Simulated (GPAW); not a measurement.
# PbF2 (Fluorocronite): one start, several treatments of the self-energy, part 2 of 2

Wanted: the gap of PbF2 (Fluorocronite) under several approximations, with cost.

GPAW 26.7.0; PBE and many-body steps on it, plane waves. Known limits of the many-body steps: not at the basis limit; no spin-orbit coupling; coarse k mesh.

So far. Step 2 (Empty states on the mesh, 4×4×4 mesh, 344 bands): On this mesh the gap is 4.345 eV. Step 3 (G0W0, Godby-Needs plasmon pole): The gap on the mesh goes from 4.35 eV to 6.04 eV, a correction of +1.69 eV.

The database entry behind the starting cell differs from later determinations by our own check (0.1 to 0.3 % short, probably kX units), so it need not match the best structure at ambient conditions.

### Step 5. G0W0, extrapolated in the cutoff

This step: G0W0 on PBE, plane waves, PAW.

Input file run.py:

```python
import json
import numpy as np
from gpaw.mpi import world
from gpaw.response.g0w0 import G0W0

gw = G0W0('full.gpw',
    filename='gw',
    kpts=[0, 3, 5],
    bands=(12, 16),
    ecut=200.0,
    integrate_gamma='WS',
    ppa=True,
    ecut_extrapolation=True)
gw.calculate()
res = {mode: {k: v for k, v in r.items() if k != 'sigma_eskwn'}
       for mode, r in gw.all_results.items()}

if world.rank == 0:
    with open('result.json', 'w') as f:
        json.dump(res, f, default=lambda x: x.tolist())
```

Started as:

```bash
> mpirun -n 4 gpaw python run.py
```

Numbers of over 12 decimals in the logs are rounded to 6 here.

Log:

```text
Using integrator: PointIntegrator
FrequencyGridDescriptor(from 0.000+0.000j to 0.000+27.211j eV, 2 points)
Nonperiodic BCs:  [False False False]
Using integrator: PointIntegrator
FrequencyGridDescriptor(from 0.000+0.000j to 0.000+27.211j eV, 2 points)
Nonperiodic BCs:  [False False False]
  ___  _ _ _
 |   || | | |
 | | || | | |
 |__ ||_____|
 |___|

BZ k-points: Symmetries present (total): 48

  [... matrices ...]
64 k-points: 4 x 4 x 4 Monkhorst-Pack grid + [1/8,1/8,1/8]
8 k-points in the irreducible part of the Brillouin zone
       k-points in crystal coordinates                weights
   0:     0.00000000    0.00000000    0.00000000          1/64
   1:     0.25000000    0.25000000    0.00000000          6/64
   2:     0.25000000    0.25000000    0.25000000          8/64
[...]
6:     0.50000000    0.50000000    0.25000000         24/64
   7:     0.50000000    0.50000000    0.50000000          4/64

Distributing spins, k-points and bands (1 x 3 x 4) over 4 processes
Number of blocks: 1

Quasi particle states:
k-points (IBZ indices): [0, 3, 5]
Band range: (12, 16)
  [... matrices ...]
Computational parameters:
Extrapolating to infinite plane wave cut-off using points at:
  172.355 eV
  184.896 eV
  200.000 eV
Number of bands: 334
Coulomb cutoff: None
Broadening: 0.1 eV

fxc modes: GW
Kernel: RPA
Using Godby-Needs plasmon-pole approximation:
  Fitting energy: i*E0, E0 = 1.000 Hartree
Summing all q:

Calculating screened Coulomb potential
No Coulomb truncation
FrequencyGridDescriptor(from 0.000+0.000j to 0.000+27.211j eV, 2 points)
Removing empty qpoint cache files...

Calculating chi0 body with:
    Ground state adapter containing:
    Number of spins: 1
    Number of kpoints: 64
    Number of irreducible kpoints: 8
[...]
Integral kind: response function
Integrating chi0 head and wings.

Symmetries of q_c:
    Direct symmetries (Uq -> q): 48
    Indirect symmetries (TUq -> q): 0
In total 48 allowed symmetries.

  [... matrices ...]
8 groups of equivalent kpoints. 87.5% reduction.

Integral kind: response function wings

Calculating chi0 body with:
    Ground state adapter containing:
    Number of spins: 1
    Number of kpoints: 64
    Number of irreducible kpoints: 8
    Number of completely occupied states: 14
    Number of partially occupied states: 14
    Occupied states memory: 2.953125 M / cpu

    Linear response parametrization:
[... the further q-points ...]
Extrapolating selfenergy to infinite energy cutoff:
  Performing linear fit to 3 points
  Warning: Bad quality of linear fit for some (n,k).
           Higher cutoff might be necessary.
  Minimum R^2 = 0.0001. (R^2 Should be close to 1)
  [... matrices ...]
Results:
f:      Occupation numbers
eps:     KS-eigenvalues [eV]
vxc:     KS vxc [eV]
exx:     Exact exchange [eV]
sigma:   Self-energies [eV]
dsigma:  Self-energy derivatives
Z:       Renormalization factors
qp:      QP-energies [eV]

k-point 0 (0): (0.000, 0.000, 0.000)                GW
band       f     eps     vxc     exx   sigma  dsigma       Z      qp
                                                                   GW
  12   1.000   0.535 -22.929 -30.398   5.528  -0.519   0.659  -0.744
  13   1.000   0.535 -22.929 -30.398   5.528  -0.519   0.659  -0.744
  14   0.000   9.267 -12.669  -7.918  -3.744  -0.140   0.877  10.150
[...]
k-point 1 (3): (0.500, 0.250, -0.250)                GW
band       f     eps     vxc     exx   sigma  dsigma       Z      qp
                                                                   GW
[...]
k-point 2 (5): (0.500, 0.500, 0.000)                GW
band       f     eps     vxc     exx   sigma  dsigma       Z      qp
                                                                   GW
[...]
14   0.000   6.914 -12.436  -8.333  -3.313  -0.171   0.854   7.588
  15   0.000  10.402 -16.737 -11.784  -3.547  -0.203   0.832  11.571
```

Run time: 8.1 min. Hardware: 4 MPI ranks of Arm Neoverse V2, shared host; peak memory 1.8 GiB; 32 min of CPU time.

This step gave:

```
quasiparticle gap on the points computed              : 6.295 eV
least direct quasiparticle gap on the computed points : 6.487 eV
Z at the valence top                                  : 0.7851
Z at the conduction bottom                            : 0.8538
starting gap on the mesh                              : 4.345 eV
k of the valence top                                  : 0.5, 0.25, -0.25
k of the conduction bottom                            : 0.5, 0.5, 0
gaps at the cutoffs of the extrapolation              : 6.128, 6.145, 6.162 eV
```

Against G0W0 in GPAW (4×4×4 mesh, 155 bands, screening to 120 eV, Godby-Needs plasmon pole), the gap moves by +0.255 eV.

### Step 6. One-shot Hartree-Fock

This step: one-shot Hartree-Fock levels on PBE orbitals, plane waves, PAW.

Input file run.py:

```python
import json
import numpy as np
from gpaw.mpi import world
from gpaw.hybrids.eigenvalues import non_self_consistent_eigenvalues

dft, vxc, vxc_hyb = non_self_consistent_eigenvalues('full.gpw', 'EXX', 12, 16, kpt_indices=[0, 3, 5])
res = {'dft': dft[0], 'hybrid': (dft - vxc + vxc_hyb)[0]}
if world.rank == 0:
    with open('hybrid.txt', 'w') as f:
        for k, e0, e1 in zip([0, 3, 5], res['dft'], res['hybrid']):
            print(k, ' '.join(f'{x:9.4f}' for x in e0), '|', ' '.join(f'{x:9.4f}' for x in e1), file=f)

if world.rank == 0:
    with open('result.json', 'w') as f:
        json.dump(res, f, default=lambda x: x.tolist())
```

Started as:

```bash
> mpirun -n 4 gpaw python run.py
```

Log:

```text
IBZ(<points: 8, symmetries: 48>)
Occupied bands: 14
Transforming wave functions from IBZ to BZ: 0.018 seconds
Distributing wave functions and iFFT-ing to real space: 0.160 seconds
Calculating eigenvalues:
  k-points: 3
  Bands: 12-15 (inclusive)
  Seconds: 1.044 (wave-function broadcasting: 0.010 seconds)
HSE06-eigenvalue shifts:
  min: -7.469 eV
  ave: -0.955 eV
  max: 4.953 eV
```

Run time: 3.3 s. Hardware: 4 MPI ranks; peak memory 0.97 GiB.

This step gave:

```
starting gap on the mesh                       : 4.345 eV
hybrid gap on the mesh                         : 12.96 eV
least direct hybrid gap on the computed points : 13.03 eV
```

### Step 7. G0W0, full frequency, Hilbert transform

This step: G0W0 on PBE, plane waves, PAW.

Input file run.py:

```python
import json
import numpy as np
from gpaw.mpi import world
from gpaw.response.g0w0 import G0W0

gw = G0W0('full.gpw',
    filename='gw',
    kpts=[0, 3, 5],
    bands=(12, 16),
    ecut=120,
    nbands=155,
    integrate_gamma='WS',
    frequencies={'type': 'nonlinear', 'domega0': 0.1, 'omega2': 15.0},
    eta=0.1,
    nblocksmax=True)
gw.calculate()
res = {mode: {k: v for k, v in r.items() if k != 'sigma_eskwn'}
       for mode, r in gw.all_results.items()}

if world.rank == 0:
    with open('result.json', 'w') as f:
        json.dump(res, f, default=lambda x: x.tolist())
```

Started as:

```bash
> mpirun -n 4 gpaw python run.py
```

Log:

```text
Using integrator: PointIntegrator
NonLinearFrequencyDescriptor(from 0.000 to 129.509 eV, 284 points)
Nonperiodic BCs:  [False False False]
Using integrator: PointIntegrator
NonLinearFrequencyDescriptor(from 0.000 to 129.509 eV, 284 points)
Nonperiodic BCs:  [False False False]
  ___  _ _ _
 |   || | | |
 | | || | | |
 |__ ||_____|
 |___|

BZ k-points: Symmetries present (total): 48

  [... matrices ...]
64 k-points: 4 x 4 x 4 Monkhorst-Pack grid + [1/8,1/8,1/8]
8 k-points in the irreducible part of the Brillouin zone
       k-points in crystal coordinates                weights
[...]
14   0.000   9.267 -12.669  -7.918  -3.589  -0.201   0.833  10.235
[...]
k-point 1 (3): (0.500, 0.250, -0.250)                GW
band       f     eps     vxc     exx   sigma  dsigma       Z      qp
                                                                   GW
[...]
k-point 2 (5): (0.500, 0.500, 0.000)                GW
band       f     eps     vxc     exx   sigma  dsigma       Z      qp
                                                                   GW
[...]
14   0.000   6.914 -12.436  -8.333  -3.198  -0.173   0.853   7.686
  15   0.000  10.402 -16.737 -11.784  -3.289  -0.333   0.750  11.651
```

It took 80 s on 4 MPI ranks; peak memory 1.7 GiB; 5.3 min of CPU time.

This step gave:

```yaml
g0w0_gap_on_the_points_computed: 6.065 eV
least_direct_g0w0_gap_on_the_computed_points: 6.262 eV
starting_gap_on_the_mesh: 4.345 eV
k_of_the_valence_top: 0.5, 0.25, -0.25
k_of_the_conduction_bottom: 0.5, 0.5, 0
```

Against G0W0 in GPAW (4×4×4 mesh, 155 bands, screening to 120 eV, Godby-Needs plasmon pole), the gap moves by +0.025 eV.

### Step 8. Side by side

Times are wall times on 4 MPI ranks of Arm Neoverse V2, shared host, good to a factor of about two.

```csv
run,mesh,bands,screening cutoff (eV),DFT gap (eV),gap on the mesh (eV),direct (eV),time
"G0W0, Godby-Needs plasmon pole",4×4×4,155,120,4.345,6.040,6.241,49 s
one-shot HSE06,4×4×4,-,-,4.345,5.704,5.827,3.2 s
"G0W0, extrapolated in the cutoff",4×4×4,-,200,4.345,6.295,6.487,8.1 min
one-shot Hartree-Fock,4×4×4,-,-,4.345,12.962,13.026,3.3 s
"G0W0, full frequency, Hilbert transform",4×4×4,155,120,4.345,6.065,6.262,80 s
```

### Step 9. Outcome

| Quantity | Value |
| --- | --- |
| G0W0, Godby-Needs plasmon pole | 6.040 eV |
| one-shot HSE06 | 5.704 eV |
| G0W0, extrapolated in the cutoff | 6.295 eV |
| one-shot Hartree-Fock | 12.962 eV |
| G0W0, full frequency, Hilbert transform | 6.065 eV |
| known limits | not at the basis limit; no spin-orbit coupling; coarse k mesh |

What this shows: One-shot HSE06: −0.336 eV against G0W0, Godby-Needs plasmon pole. G0W0, extrapolated in the cutoff: +0.255 eV against G0W0, Godby-Needs plasmon pole, at other bands or cutoff, so not like for like. One-shot Hartree-Fock: +6.922 eV against G0W0, Godby-Needs plasmon pole. G0W0, full frequency, Hilbert transform: +0.025 eV against G0W0, Godby-Needs plasmon pole. Bare exchange alone opens the gap to 12.96 eV; against G0W0, correlation takes back 6.92 eV. One-shot hybrid levels are evaluated on the PBE orbitals. Bands and cutoff are finite, so the gap is not at the basis limit. The miss can reach some tenths of an eV and take either sign; the mesh is an error of its own. These stock PAW sets were not made for GW. In the G0W0 runs levels were corrected at 3 k points alone, so a gap called «on the mesh» is the least over those, and an edge elsewhere would be missed. The program warns of a poor linear fit in the extrapolation of some level, so the extrapolated values are rough. The 4×4×4 mesh is coarse for this cell, which bears on the long-range parts of exchange and screening. Where an edge is built on 6p states of lead, bismuth or thallium, scalar-relativistic gaps usually stand too wide, by a few tenths to over one eV. The many-body steps are scalar-relativistic: spin-orbit coupling is not in them.

[Paths, hosts, dates, memory and timing lines, banners, echoed tables and standing remarks are left out of the program output.]

[Logs are printed without paths, hosts, clocks, repeated set-up lines and the standing remarks that a program may print on its own settings, such as how far it seeks lower states.]

[Runs of the session that timed out or met a known fault of the program may be left out.]

[Hosts, paths, dates, database ids (printed as entryN), source tags and the programs' standing remarks are cut or masked in the printed files.]
